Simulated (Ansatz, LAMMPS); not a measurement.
# Relaxing Al2O3 with crystalline order left by the classical run (130 atoms), part 2 of 2

Aim: bring Al2O3 with crystalline order left by the classical run (130 atoms) to a nearby minimum of the energy and see what moves.

Ansatz 0.2.0; Kohn-Sham DFT, LDA, PAW (set soft_2), plane waves.

The cell: 52 Al and 78 O. The quench rate of 10 K/ps far exceeds what a furnace or splat quench reaches. The starting topology of bonds comes from the classical model. Only the Γ point is sampled, in a cell whose shortest periodic width is 11 Å.

So far. Step 4 (Relaxation): The relaxation changed the energy by -66.1 meV/atom, and atoms moved by 0.18 Å r.m.s., 0.74 Å at most.

### 5. Structure statistics after relaxation

Bonds before and after, by the cutoffs listed below:

| pair | bonds before | bonds after | mean before (Å) | mean after (Å) | spread before (Å) | spread after (Å) |
| --- | --- | --- | --- | --- | --- | --- |
| O-Al | 229 | 241 | 1.851 | 1.864 | 0.123 | 0.093 |

Density 3.05 g/cm³, 11.10 Å³ an atom.

Pair distribution functions g(r), in bins of 0.1 Å:

| r (Å) | total | O-O | O-Al | Al-Al |
| --- | --- | --- | --- | --- |
| 1.55 | 0.00 | 0.00 | 0.00 | 0.00 |
| 1.65 | 0.10 | 0.00 | 0.20 | 0.00 |
| 1.75 | 2.40 | 0.00 | 5.00 | 0.00 |
| 1.85 | 4.72 | 0.00 | 9.83 | 0.00 |
| 1.95 | 1.62 | 0.00 | 3.38 | 0.00 |
| 2.05 | 0.43 | 0.00 | 0.89 | 0.00 |
| 2.15 | 0.18 | 0.00 | 0.37 | 0.00 |
| 2.25 | 0.05 | 0.00 | 0.11 | 0.00 |
| 2.35 | 0.02 | 0.07 | 0.00 | 0.00 |
| 2.45 | 0.38 | 1.00 | 0.05 | 0.00 |
| 2.55 | 0.52 | 1.33 | 0.09 | 0.00 |
| 2.65 | 0.77 | 1.77 | 0.20 | 0.24 |
| 2.75 | 1.19 | 2.55 | 0.11 | 1.34 |
| 2.85 | 1.64 | 3.72 | 0.24 | 1.14 |
| 2.95 | 1.78 | 3.30 | 0.29 | 2.83 |
| 3.05 | 1.30 | 2.07 | 0.45 | 2.10 |
| 3.15 | 1.15 | 1.30 | 0.28 | 3.43 |
| 3.25 | 0.99 | 0.72 | 0.59 | 2.82 |
| 3.35 | 0.94 | 0.57 | 0.83 | 2.05 |
| 3.45 | 0.95 | 0.44 | 1.24 | 1.22 |
| 3.55 | 0.96 | 0.66 | 1.15 | 1.09 |
| 3.65 | 1.33 | 0.85 | 1.93 | 0.58 |
| 3.75 | 1.03 | 0.72 | 1.45 | 0.48 |
| 3.85 | 0.87 | 0.74 | 1.03 | 0.69 |
| 3.95 | 0.66 | 0.41 | 0.95 | 0.33 |
| 4.05 | 0.80 | 0.46 | 1.12 | 0.57 |
| 4.15 | 0.88 | 0.40 | 1.43 | 0.29 |
| 4.25 | 0.93 | 0.40 | 1.46 | 0.52 |
| 4.35 | 1.16 | 0.42 | 1.84 | 0.81 |
| 4.45 | 1.04 | 0.61 | 1.53 | 0.56 |
| 4.55 | 1.05 | 0.69 | 1.43 | 0.70 |
| 4.65 | 1.09 | 0.82 | 1.28 | 1.10 |
| 4.75 | 1.10 | 1.32 | 0.97 | 0.98 |
| 4.85 | 0.99 | 1.46 | 0.65 | 0.98 |
| 4.95 | 0.95 | 1.49 | 0.52 | 1.01 |
| 5.05 | 1.18 | 1.68 | 0.71 | 1.47 |
| 5.15 | 0.91 | 1.35 | 0.50 | 1.15 |
| 5.25 | 1.10 | 1.60 | 0.70 | 1.20 |
| 5.35 | 0.98 | 1.29 | 0.63 | 1.31 |
| 5.45 | 1.03 | 1.50 | 0.69 | 1.00 |
| 5.55 | 0.96 | 1.11 | 0.73 | 1.29 |
| 5.65 | 0.89 | 0.96 | 0.83 | 0.93 |

Bonds by pair of elements; cutoffs follow the first minimum of g(r), held within bounds set by covalent radii, and pairs that aren't listed don't count as bonded:

| pair A-B | cutoff (Å) | bonds | mean length (Å) | spread (Å) | shortest (Å) | B about A | A about B |
| --- | --- | --- | --- | --- | --- | --- | --- |
| O-Al | 2.38 | 241 | 1.86 | 0.093 | 1.68 | 3.09 | 4.63 |

How many atoms have how many bonded neighbours:

| element | mean | 2 | 3 | 4 | 5 | 6 |
| --- | --- | --- | --- | --- | --- | --- |
| Al | 4.63 | 0 | 0 | 26 | 19 | 7 |
| O | 3.09 | 2 | 67 | 9 | 0 | 0 |

Bond angles, per cent of each kind in bins of 5°:

| angle (°) | O-Al-O | Al-O-Al |
| --- | --- | --- |
| 70–75 | 1.3 | 0.0 |
| 75–80 | 2.4 | 0.0 |
| 80–85 | 11.3 | 0.0 |
| 85–90 | 8.6 | 1.6 |
| 90–95 | 10.6 | 10.5 |
| 95–100 | 9.1 | 12.1 |
| 100–105 | 11.1 | 5.1 |
| 105–110 | 12.4 | 8.2 |
| 110–115 | 10.2 | 10.5 |
| 115–120 | 6.2 | 13.6 |
| 120–125 | 2.0 | 12.5 |
| 125–130 | 1.3 | 7.0 |
| 130–135 | 0.4 | 5.8 |
| 135–140 | 0.9 | 5.5 |
| 140–145 | 0.4 | 1.6 |
| 145–150 | 1.3 | 1.9 |
| 150–155 | 1.6 | 1.2 |
| 155–160 | 1.6 | 1.6 |
| 160–165 | 1.1 | 0.4 |
| 165–170 | 1.3 | 0.8 |
| 170–175 | 4.4 | 0.0 |
| 175–180 | 0.2 | 0.4 |

Bond angles (no mean is given where the spread exceeds 20°):

| angle | count | mean (°) | spread (°) |
| --- | --- | --- | --- |
| O-Al-O | 451 | - | - |
| Al-O-Al | 257 | 116 | 17.2 |

Oxygen atoms by the number of network formers (Si, P, Ge, B, Al, As, Ga) bound to them:

| network formers bound to O | O atoms | per cent |
| --- | --- | --- |
| 0 | 0 | 0 |
| 1 | 0 | 0 |
| 2 | 2 | 2.6 |
| 3 | 67 | 85.9 |
| 4 | 9 | 11.5 |

Network units: each former by its oxygen neighbours and how many of them bridge to another former:

| former | O neighbours | bridging O | atoms |
| --- | --- | --- | --- |
| Al | 4 | 4 | 26 |
| Al | 5 | 5 | 19 |
| Al | 6 | 6 | 7 |

Bond length by coordination (bonds to H left out):

| element | coordination | atoms | mean bond length (Å) |
| --- | --- | --- | --- |
| Al | 4 | 26 | 1.80 |
| Al | 5 | 19 | 1.89 |
| Al | 6 | 7 | 1.96 |
| O | 2 | 2 | 1.70 |
| O | 3 | 67 | 1.85 |
| O | 4 | 9 | 1.96 |

Rings of the network by King's shortest-path rule, up to 12 atoms, one path for each pair of neighbours; H, halogens, alkali and alkaline-earth atoms are left out, and the last column divides by all other atoms, bonded or not:

| ring size (atoms) | rings | per network atom |
| --- | --- | --- |
| 4 | 39 | 0.3 |
| 6 | 94 | 0.723 |
| 8 | 122 | 0.938 |
| 10 | 16 | 0.123 |

First main peaks of g(r), for some of the pairs, lie near 2.9 Å (O-O) and 1.8 Å (O-Al). With the cutoffs above, 50 % of Al atoms have 4 and 86 % of O atoms have 3 bonded neighbours. 3 % of the oxygens bridge two formers (Al) and 0 % are non-bridging; 86 % join three; 12 % join four. The commonest Al unit has 4 oxygens, 4 of them shared with other formers (26 of 52 atoms). Bonds at O atoms with 3 neighbours average 1.85 Å, against 1.96 Å at those with 4. Rings of 8 atoms are the most common (45 % of those counted); sizes run from 4 to 10.

### 6. Single point at the relaxed geometry

The electronic structure is read at the final geometry, in a run of its own.

Contents of input.yaml:

```yaml
crystal:
  lattice:
    - [11.301, 0.0, 0.0]
    - [0.0, 11.301, 0.0]
    - [0.0, 0.0, 11.301]
  atoms:
    - { symbol: Al, position: [0.03585, 0.02468, 0.5824] }
    - { symbol: Al, position: [0.57099, 0.04434, 0.1615] }
    - { symbol: Al, position: [0.17332, 0.09651, 0.37997] }
    - { symbol: Al, position: [0.49619, 0.57829, 0.67341] }
    - { symbol: Al, position: [0.08365, 0.35011, 0.66326] }
    - { symbol: Al, position: [0.22752, 0.37843, 0.4424] }
    - { symbol: Al, position: [0.52677, 0.77257, 0.25231] }
    - { symbol: Al, position: [0.79052, 0.65777, 0.62525] }
    - { symbol: Al, position: [0.05421, 0.93877, 0.8403] }
    - { symbol: Al, position: [0.48314, 0.41173, 0.431] }
    - { symbol: Al, position: [0.35084, 0.658, 0.08349] }
    - { symbol: Al, position: [0.97539, 0.26085, 0.40516] }
    - { symbol: Al, position: [0.10259, 0.25936, 0.14601] }
    - { symbol: Al, position: [0.05539, 0.46116, 0.96436] }
    - { symbol: Al, position: [0.44768, 0.00162, 0.38551] }
    - { symbol: Al, position: [0.87257, 0.02814, 0.35725] }
    - { symbol: Al, position: [0.95232, 0.16162, 0.93346] }
    - { symbol: Al, position: [0.82029, 0.1958, 0.17319] }
    - { symbol: Al, position: [0.23433, 0.58009, 0.62297] }
    - { symbol: Al, position: [0.44828, 0.87642, 0.71193] }
    - { symbol: Al, position: [0.3377, 0.4123, 0.19624] }
    - { symbol: Al, position: [0.86408, 0.38546, 0.80692] }
    - { symbol: Al, position: [0.23772, 0.90466, 0.51959] }
    - { symbol: Al, position: [0.8012, 0.79929, 0.83695] }
    - { symbol: Al, position: [0.56476, 0.33122, 0.86695] }
    - { symbol: Al, position: [0.31143, 0.12544, 0.17801] }
    - { symbol: Al, position: [0.66516, 0.40344, 0.61652] }
    - { symbol: Al, position: [0.5549, 0.1319, 0.6982] }
    - { symbol: Al, position: [0.72927, 0.77008, 0.37729] }
    - { symbol: Al, position: [0.16865, 0.70085, 0.88713] }
    - { symbol: Al, position: [0.92968, 0.43533, 0.21299] }
    - { symbol: Al, position: [0.37789, 0.32578, 0.68007] }
    [... 92 atom lines left out ...]
    - { symbol: O, position: [0.39728, 0.69227, 0.3111] }
    - { symbol: O, position: [0.21338, 0.27069, 0.72108] }
    - { symbol: O, position: [0.07466, 0.64311, 0.33327] }
    - { symbol: O, position: [0.4301, 0.89302, 0.8787] }
    - { symbol: O, position: [0.88014, 0.04131, 0.62129] }
    - { symbol: O, position: [0.15399, 0.45363, 0.56194] }
kpoints:
  mp_grid: { grid: [1, 1, 1] }
hamiltonian:
  xc: lda
scf:
  occupations: { method: fermi_dirac, width: 0.05 }
output:
  forces: true
  stress: true
  populations: true
  dos:
    method: { smearing: { sigma: 0.1 } }
    de: 0.1
    projected: { site_lists: { Al: [Al], O: [O] } }
  eigenvalues: true
  write_density: true
  write_potential: true
  volumetric_format: npy
```

On the command line:

```sh
$ ansatz run input.yaml --threads 4 --pin off --max-ram 8192MiB --backend cpu --events-out ev --progress --plain --runs-dir out
```

Numbers of over 12 decimals in the logs are rounded to 6 here.

Output:

```text
[...]
Crystal: 130 atoms, lattice volume = 1443.280 Å³
Basis set: ecut = 420 eV, 28257 PW (Γ)
Bands: 442, of which v1, the nominal top of the filled ones, is band 312 counted from 1 (311 counted from 0)
Symmetry: 1 space group operations
[...]
k-points: 1
[...]
SCF iter   1: F=—  HF=-70172.709122 eV  |F-HF|=—  |Δ(HF+E_count)|=         —  Δρ=1.47e-2  dr2=2.94e0  ethr=1.77e-3  ⟨swp⟩=6.0  Hψ=1972  notcnv=0  defer=60
[...]
SCF iter  10: F=-70171.819527 eV  HF=-70171.819527 eV  |F-HF|=2.97e-9  |Δ(HF+E_count)|=   1.65e-8  Δρ=7.27e-7  dr2=1.12e-8  ethr=1.60e-11  ⟨swp⟩=7.0  Hψ=2241  notcnv=0
SCF 1 converged in 10 iterations: F = -70171.819527 eV  dr2 = 1.12e-8
[...]
SCF converged after 10 iterations
Free energy (F): -70171.819527 eV
[...]
Internal energy: -70171.819527 eV  (E = F + TS)
E sigma→0 (E₀):  -70171.819527 eV
Fermi energy:    6.487837 eV
[...]
--- Forces (eV/Å), atoms counted from 1 ---
  atom   1  Al     0.00223315     0.00106269     0.00358186
  atom   2  Al    -0.00443767    -0.00464400     0.00232582
  atom   3  Al    -0.01461363     0.01416848    -0.01065435
  atom   4  Al    -0.01340473    -0.00299971     0.00087416
  atom   5  Al    -0.01307436    -0.01088397    -0.00100158
  atom   6  Al     0.00160779    -0.01048456     0.00347432
  atom   7  Al    -0.01176636    -0.00478101    -0.01061858
  atom   8  Al     0.01692217     0.01846716     0.01287564
  atom   9  Al     0.00362028     0.00752062    -0.00817293
  atom  10  Al    -0.00086485    -0.01693447     0.00602131
  atom  11  Al     0.00539475    -0.00074561    -0.00229799
  atom  12  Al    -0.00452246    -0.01351739     0.00513274
  atom  13  Al     0.00188079    -0.00521328    -0.00707683
  atom  14  Al     0.00289959     0.00472409     0.00097596
[...]
atom 129  O     -0.01158899     0.01202077     0.00842169
  atom 130  O      0.00095681     0.00820779    -0.00439331
  max |Σ_I F_I| component: 1.14e-4 eV/Å
--- Stress (GPa, compression-positive) ---
       -9.274251      -1.989954       2.048917
       -1.989955     -13.629835      -1.002793
        2.048917      -1.002793     -12.354260
  P = ⅓ Tr σ = -11.7528 GPa (-117.528 kbar)
--- Band table (eV) ---
[...]
--- Löwdin populations: 130 sites ---
  site symbol       q [e]
     0     Al      1.7167
     1     Al      1.6470
     2     Al      1.7604
[...]
129      O      6.8045
  spilling = 0.008450 (of n_electrons = 624.000000)
```

The job ended after 24 s (4 threads of Intel Xeon Platinum 8488C (Sapphire Rapids), shared host; peak memory 1.9 GiB).

Read from the output:

- free energy: -70171.8195 eV
- free energy per atom: -539.7832 eV/atom
- SCF cycles: 10
- pressure: -11.75 GPa
- r.m.s. force component: 0.00716 eV/Å
- longest force: 0.02857 eV/Å
- Fermi energy: 6.488 eV
- gap (highest filled to lowest empty level): 3.343 eV
- spilling of the projection: 0.00845

Löwdin charges by element and coordination (they lack the spilled electrons, 0.041 e an atom on average):

| element | coordination | atoms | mean charge (e) | spread | least | most |
| --- | --- | --- | --- | --- | --- | --- |
| Al | all | 52 | 1.30 | 0.0311 | 1.24 | 1.35 |
| Al | 4 | 26 | 1.32 | 0.0135 | 1.30 | 1.35 |
| Al | 5 | 19 | 1.28 | 0.0143 | 1.25 | 1.31 |
| Al | 6 | 7 | 1.25 | 0.0055 | 1.24 | 1.26 |
| O | all | 78 | -0.797 | 0.0154 | -0.841 | -0.758 |
| O | 2 | 2 | -0.838 | 0.0026 | -0.841 | -0.836 |
| O | 3 | 67 | -0.799 | 0.0113 | -0.833 | -0.775 |
| O | 4 | 9 | -0.772 | 0.0083 | -0.782 | -0.758 |

States in the cell by windows of 1 eV, zero at the Fermi level; the larger projections on atomic orbitals stand beside the total:

| from (eV) | to (eV) | total | O p | Al p | Al s |
| --- | --- | --- | --- | --- | --- |
| -10 | -9 | 0.0 | 0.0 | 0.0 | 0.0 |
| -9 | -8 | 20.1 | 14.8 | 1.3 | 3.6 |
| -8 | -7 | 53.0 | 39.6 | 4.6 | 7.2 |
| -7 | -6 | 63.1 | 48.8 | 8.9 | 3.3 |
| -6 | -5 | 73.9 | 61.1 | 8.9 | 1.8 |
| -5 | -4 | 87.6 | 77.6 | 7.0 | 0.9 |
| -4 | -3 | 96.2 | 90.1 | 3.5 | 0.5 |
| -3 | -2 | 65.1 | 62.4 | 1.4 | 0.2 |
| -2 | -1 | 9.1 | 8.8 | 0.2 | 0.0 |
| -1 | 1 | 0.0 | 0.0 | 0.0 | 0.0 |
| 1 | 2 | 2.0 | 0.0 | 0.1 | 1.2 |
| 2 | 3 | 0.0 | 0.0 | 0.0 | 0.0 |
| 3 | 4 | 10.9 | 1.8 | 3.5 | 2.8 |
| 4 | 5 | 25.3 | 3.8 | 11.4 | 4.5 |

Between -21 and -10 eV lie 156 more states.

The levels nearest the highest filled one (over half full), pooled over k-points and spins:

| level less the highest filled one (eV) | occupation |
| --- | --- |
| -0.433 | 2 |
| -0.313 | 2 |
| -0.279 | 2 |
| -0.231 | 2 |
| -0.0235 | 2 |
| 0 | 2 |
| 3.34 | 0 |
| 5.06 | 0 |
| 5.09 | 0 |
| 5.15 | 0 |
| 5.23 | 0 |
| 5.42 | 0 |

Valence density in the ac plane at fractional y = 0.418, with atoms of Al and O within 0.2 Å of it. It is the smooth field of the valence electrons, not physical close to the nuclei.

Ten steps, logarithmic in the rise over the least value, from '_' (0.0 e/Å³) to '@' (6.4 e/Å³), each cell a mean:
```
--....::==**####++--::::::........::------------::--++##@@@@%%++
--::::--++%%@@@@##==--------::......::::--==****==--==##@@@@##++
----::--==##@@%%**==--======--::::::::--==##@@@@##==--==++++==--
**++==::::==++++==::::--====--::::::::--++%%@@@@##++--::::--==++
@@@@**--............::::----::::::::::::--++####++==::....--++%%
@@@@##==::..____..::::----::..::::----::::::--------::::::--++%%
##**++--::........::======--::--======--::..::::--====--::::==++
------::::::......::======--::--==++====::::::--==++++==--....::
..::::======--::..::::--::::..::--------::....--++++++==::..__..
..::--++####**==::..::::::::......::::::......::--==--::..______
__..--**%%%%##==::::--==----::......::----::::..........________
__..::==****++==----==++====--::::::--====--::..________________
......::--==--::::----====--::....--====++==::..________..::--::
==::......::::::::----::::::......::--==----..________..==**##**
**--..__....--======--::::::::::::::::::....________..::++%%@@%%
++--..____..--++****==--::::--====::..______________..::++%%@@%%
--::______..--++****==----==++****==::______________..::--++++++
::....____..::--====------==**##**==::__________..::::::::::----
------::......::::::....::==++++==--..______..::--======::....::
++####**==::............::::--::::....______..--++****++--::::--
##@@@@%%++::......::::------::..............::==++****==--::::==
**%%@@##++::..__..::--====--::......::::::::::--======--::::::--
==++++==--..........::------::....::======--::....::------------
------::::------::....::::::......::======--::....::==**####**==
```
Columns run along a (11.3 Å), rows up along c (11.3 Å). Atoms in or near the plane, at fractional coordinates: Al at (0.48, 0.43), Al at (0.34, 0.20), Al at (0.67, 0.62), Al at (0.93, 0.21), Al at (0.75, 0.02), O at (0.90, 0.96), O at (0.21, 0.92), O at (0.06, 0.13), O at (0.71, 0.86), O at (0.02, 0.78), O at (0.95, 0.37).

Electrostatic potential energy in the ac plane at fractional y = 0.418, with atoms of Al and O within 0.2 Å of it. With pseudopotentials it is smooth inside the atoms' cores, unlike the true potential.

Ten even steps from '0' (-30 eV) to '9' (12 eV), each cell a mean:
```
44447634798888999999875445620026
54457100387667888888886577850047
77788411586567888767830048766688
67899988988778888777720036544578
00599999998889998888974576455462
00489999999889999999999987544561
45678899998878899888888898877887
86556899998777898887545787789999
86556789998888899875565477799999
88763269999999999874565479999999
99960038899999988886545689999999
99986456678888766788888899999999
99998644458886455478899999999999
99998544457874576468999999999756
79998755578886444479999999997100
89999887568888766789999999998201
89999998667888757999999999998667
78999999765557535999999999975445
68999998646645778999999999864664
64369998646645899999999975664554
40018998754457899999999875687667
61028999988789999999987556789889
87689999999999999999874564689999
65468999999999999999864775574478
```
Columns run along a (11.3 Å; values clipped at the 3rd and 97th percentile), rows up along c (11.3 Å). Atoms in or near the plane, at fractional coordinates: Al at (0.48, 0.43), Al at (0.34, 0.20), Al at (0.67, 0.62), Al at (0.93, 0.21), Al at (0.75, 0.02), O at (0.90, 0.96), O at (0.21, 0.92), O at (0.06, 0.13), O at (0.71, 0.86), O at (0.02, 0.78), O at (0.95, 0.37).

Mean Löwdin charges: Al +1.30, O -0.80 e (they miss 0.84 % of the electrons, so they add up to more than the cell's charge). The largest share in the top eV of filled states is O p (97 % of the projected weight), and in the lowest eV of empty states Al s (62 % of the projected weight).

Local excerpt of 13 atoms (numbers count through the whole input) about Al28, picked at random; x, y, z are measured from there.

| atom | x | y | z | distance (Å) | bonds | Löwdin charge (e) |
| --- | --- | --- | --- | --- | --- | --- |
| Al28 | 0.00 | 0.00 | 0.00 | 0.00 | 4 | 1.30 |
| O84 | -1.71 | 0.37 | -0.24 | 1.76 | 3 | -0.80 |
| O61 | 0.21 | -1.79 | -0.16 | 1.81 | 3 | -0.80 |
| O76 | 0.59 | 0.45 | 1.67 | 1.82 | 3 | -0.80 |
| O119 | 1.58 | 0.25 | -0.93 | 1.85 | 4 | -0.78 |
| O74 | -0.13 | 2.41 | 0.00 | 2.41 | 3 | -0.78 |
| Al46 | 2.11 | -1.89 | -0.34 | 2.86 | 5 | 1.31 |
| Al25 | 0.11 | 2.25 | 1.91 | 2.95 | 5 | 1.27 |
| Al32 | -2.00 | 2.19 | -0.20 | 2.97 | 6 | 1.25 |
| Al45 | 1.28 | 0.66 | -2.70 | 3.06 | 4 | 1.30 |
| O55 | 0.02 | -0.40 | -3.05 | 3.08 | 2 | -0.84 |
| Al20 | -1.20 | -2.89 | 0.16 | 3.13 | 4 | 1.33 |
| Al35 | 1.66 | -0.66 | 2.57 | 3.13 | 4 | 1.32 |

The column of bonds counts only the pairs O-Al within 2.38 Å; other neighbours, such as metal atoms beside each other in a compound, aren't counted, and periodic images can show an atom twice.

### 7. What came out

```
energy change in the relaxation                  : -66.12 meV/atom
r.m.s. displacement                              : 0.185 Å
largest displacement                             : 0.738 Å
free energy per atom                             : -539.7832 eV/atom
pressure                                         : -11.75 GPa
r.m.s. force component                           : 0.00716 eV/Å
gap (highest filled to lowest empty level) : 3.343 eV
wall time of the 3 DFT runs                      : 1.8 min
```

Relaxation lowers the energy by 66.1 meV/atom and moves atoms by 0.18 Å r.m.s.; the r.m.s. force component goes from 0.89 to 0.0072 eV/Å, the pressure goes from -9.8 to -12 GPa, and the gap from 3.01 to 3.34 eV. By the final cutoffs 1 of 229 bonded pairs parted and 13 joined. First to last step the energy falls by 8.596 eV; the largest move, 0.74 Å, is that of Al23. The O-Al bonds go from 1.851 Å (spread 0.123) to 1.864 Å (spread 0.093), and their number from 229 to 241. With the cutoffs above, 50 % of Al atoms have 4 and 86 % of O atoms have 3 bonded neighbours. 3 % of the oxygens bridge two formers (Al) and 0 % are non-bridging; 86 % join three; 12 % join four. The highest filled and lowest empty levels differ by 3.34 eV (at Γ alone); a local or semilocal functional tends to put such gaps too low. In a disordered cell it changes from sample to sample, and tail or defect levels can set it.

What to keep in mind: The starting topology of bonds comes from the classical model; in DFT 1 of its 229 bonded pairs passed out of the cutoffs and 13 came within them. The stress is far from hydrostatic: its diagonal is -9.3, -13.6, -12.4 GPa, compression counted positive. The pressure of -12 GPa shows the cell to be stretched for this functional.

Against the measurements quoted at the start:

| quantity | measured | this cell | difference | method of the measurement |
| --- | --- | --- | --- | --- |
| number of O about Al | 4.73 | 4.63 | -2.0 % | 27Al MAS NMR |

The cell differs from the measured neighbour counts by up to 2.0 %. The network comes from the model that made the cell; in DFT 1 of its 229 bonded pairs passed out of the cutoffs and 13 came within them. Our coordination numbers hang on a cutoff, and experiments count neighbours in their own ways.

[Logs are printed without paths, hosts, clocks, repeated set-up lines and the standing remarks that a program may print on its own settings, such as how far it seeks lower states.]

[Hosts, paths, dates, database ids (printed as entryN), source tags and the programs' standing remarks are cut or masked in the printed files.]
